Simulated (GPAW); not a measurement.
## The basis that the transmission of a Ga chain with a P atom on top of one atom needs: GPAW, szp: basis = "szp(dzp)"

GPAW 26.7.0; GPAW LCAO, PAW setups; Landauer transmission from Green's functions with principal layers (ASE), zero bias.

The second zeta is dropped, the polarisation orbitals stay.

Contents of run.py:

```python
import json
import numpy as np
from ase import Atoms
from ase.transport.calculators import TransportCalculator
from gpaw import GPAW, FermiDirac
from gpaw.lcao.tools import get_lcao_hamiltonian
from scipy.linalg import eigh

# The junction with lead layers at both ends, along the third cell vector
device = Atoms(
    ['Ga', 'Ga', 'Ga', 'Ga', 'Ga', 'Ga', 'P', 'Ga', 'Ga', 'Ga', 'Ga', 'Ga'],
    positions=[
        [4.50000, 4.50000, 1.27500],
        [4.50000, 4.50000, 3.82500],
        [4.50000, 4.50000, 6.37500],
        [4.50000, 4.50000, 8.92500],
        [4.50000, 4.50000, 11.47500],
        [4.50000, 4.50000, 14.02500],
        [6.66080, 4.50000, 14.02500],
        [4.50000, 4.50000, 16.57500],
        [4.50000, 4.50000, 19.12500],
        [4.50000, 4.50000, 21.67500],
        [4.50000, 4.50000, 24.22500],
        [4.50000, 4.50000, 26.77500]],
    cell=[[9.0, 0.0, 0.0], [0.0, 9.0, 0.0], [0.0, 0.0, 28.05]],
    pbc=True)

# One principal layer of the lead: the first 3 atoms of the device
lead = Atoms(
    ['Ga', 'Ga', 'Ga'],
    positions=[
        [4.50000, 4.50000, 1.27500],
        [4.50000, 4.50000, 3.82500],
        [4.50000, 4.50000, 6.37500]],
    cell=[[9.0, 0.0, 0.0], [0.0, 9.0, 0.0], [0.0, 0.0, 7.65]],
    pbc=True)

settings = dict(mode='lcao', basis='szp(dzp)', xc='PBE', h=0.2,
                occupations=FermiDirac(0.1), maxiter=250,
                mixer=dict(beta=0.1, nmaxold=8, weight=100.0),
                convergence=dict(density=0.0001))
energies = np.arange(-2, 2 + 1e-9, 0.05)
eta = 0.0001
n1, n2 = 1, 1
# k and -k transmit alike, so half of the mesh across the current serves
mesh = [(i, j) for i in range(n1) for j in range(n2) if (i, j) <= (-i % n1, -j % n2)]
weights = np.array([1 if (i, j) == (-i % n1, -j % n2) else 2 for i, j in mesh]) / (n1 * n2)

# [... helper functions left out ...]
fermi_lead = ground_state(lead, (1, 1, 15), 'lead.txt')
fermi_device = ground_state(device, (1, 1, 3), 'device.txt')
# [... loop over the mesh left out, but for ...]
        # Shift the lead onto the potential of the device's first layer
        shift = ((H[:, 0, 0] - H0[:, 0, 0]) / S0[0, 0]).real.mean()
# [...]
kT = 8.617333e-5 * 300
bias = [0.1, 0.2, 0.5, 1.0, 1.5, 2.0]
# [... integrals and printing left out ...]
```

Command:

```bash
$ OMP_NUM_THREADS=1 OPENBLAS_NUM_THREADS=1 python run.py
```

**Question.** What does this run give for the conductance; and current through one cell, from the zero-bias transmission against bias?

Each channel passes at most one electron wave, so a value between whole numbers means that at least one channel is partly reflected. Current over bias at the lowest bias computed gives the conductance there: 125 μS, or 1.61 G₀ with G₀ = 2e²/h = 77.5 μS.

Numbers from this step:

| Property | Result |
| --- | --- |
| conductance | 1.618 G₀ |
| thermopower | -2.659 μV/K |
| largest coupling past the next principal layer | 5.81e-5 eV |
| largest misfit of the first principal layer | 0.04220 eV |
| shift that aligns the lead | -0.01437 eV |
| basis functions of the junction | 108 |
| basis functions of a principal layer | 27 |
| transmission at the Fermi level (one spin) | 1.636 |

One spin. The transmission, zone mean by energy, zero at the Fermi level:

energy (eV), transmission, zone mean and a bar:
```
    -2.00       0.99 ##################
    -1.90       0.98 ##################
    -1.80       0.95 #################
    -1.70       0.00 
    -1.55       0.00 
    -1.45       0.00 
    -1.35       0.88 ################
    -1.25       0.95 #################
    -1.15       0.97 ##################
    -1.05       0.98 ##################
    -0.90       0.99 ##################
    -0.80       1.00 ##################
    -0.75       1.00 ##################
    -0.70       0.99 ##################
    -0.60       0.93 #################
    -0.50       0.68 ############
    -0.40       0.45 ########
    -0.25       0.87 ################
    -0.15       1.37 #########################
    -0.05       1.60 #############################
     0.00       1.64 ##############################
     0.05       1.64 ##############################
     0.15       1.61 #############################
     0.25       1.55 ############################
     0.40       1.49 ###########################
     0.50       1.45 ###########################
     0.60       1.43 ##########################
     0.70       1.41 ##########################
     0.80       1.39 #########################
     0.90       1.37 #########################
     1.05       1.34 ########################
     1.15       1.32 ########################
     1.25       1.31 ########################
     1.35       1.30 ########################
     1.45       1.29 ########################
     1.55       1.30 ########################
     1.70       1.33 ########################
     1.80       1.37 #########################
     1.90       1.42 ##########################
     2.00       1.48 ###########################
```

Not self-consistent under bias; the bias window is split evenly. Table of current through one cell, from the zero-bias transmission by bias:

```csv
bias (V),"current through one cell, from the zero-bias transmission (μA)"
0.100,12.5
0.200,24.7
0.500,57.4
1.000,97.9
1.500,143
2.000,189
```

Transmission of the three most open eigenchannels against energy, zero at the Fermi level:

```csv
energy (eV),channel 1,channel 2,channel 3
-2.000,0.993,0,0
-1.800,0.946,0,0
-1.600,3.1e-7,0,0
-1.400,0.754,0,0
-1.200,0.961,0,0
-1.000,0.986,0,0
-0.800,0.999,0,0
-0.600,0.926,0,0
-0.400,0.448,4.3e-11,1.0e-12
-0.200,0.983,0.168,0.0379
0.000,0.993,0.462,0.181
0.200,0.997,0.450,0.133
0.400,0.999,0.387,0.0998
0.600,0.999,0.347,0.0815
0.800,0.999,0.324,0.0635
1.000,0.999,0.309,0.0409
1.200,0.999,0.299,0.0161
1.400,0.999,0.292,3.8e-4
1.600,0.999,0.289,0.0147
1.800,0.999,0.286,0.0806
2.000,0.999,0.284,0.196
```

[Logs are printed without paths, hosts, clocks, repeated set-up lines and the standing remarks that a program may print on its own settings, such as how far it seeks lower states.]

[Hosts, paths, dates, database ids (printed as entryN), source tags and the programs' standing remarks are cut or masked in the printed files.]
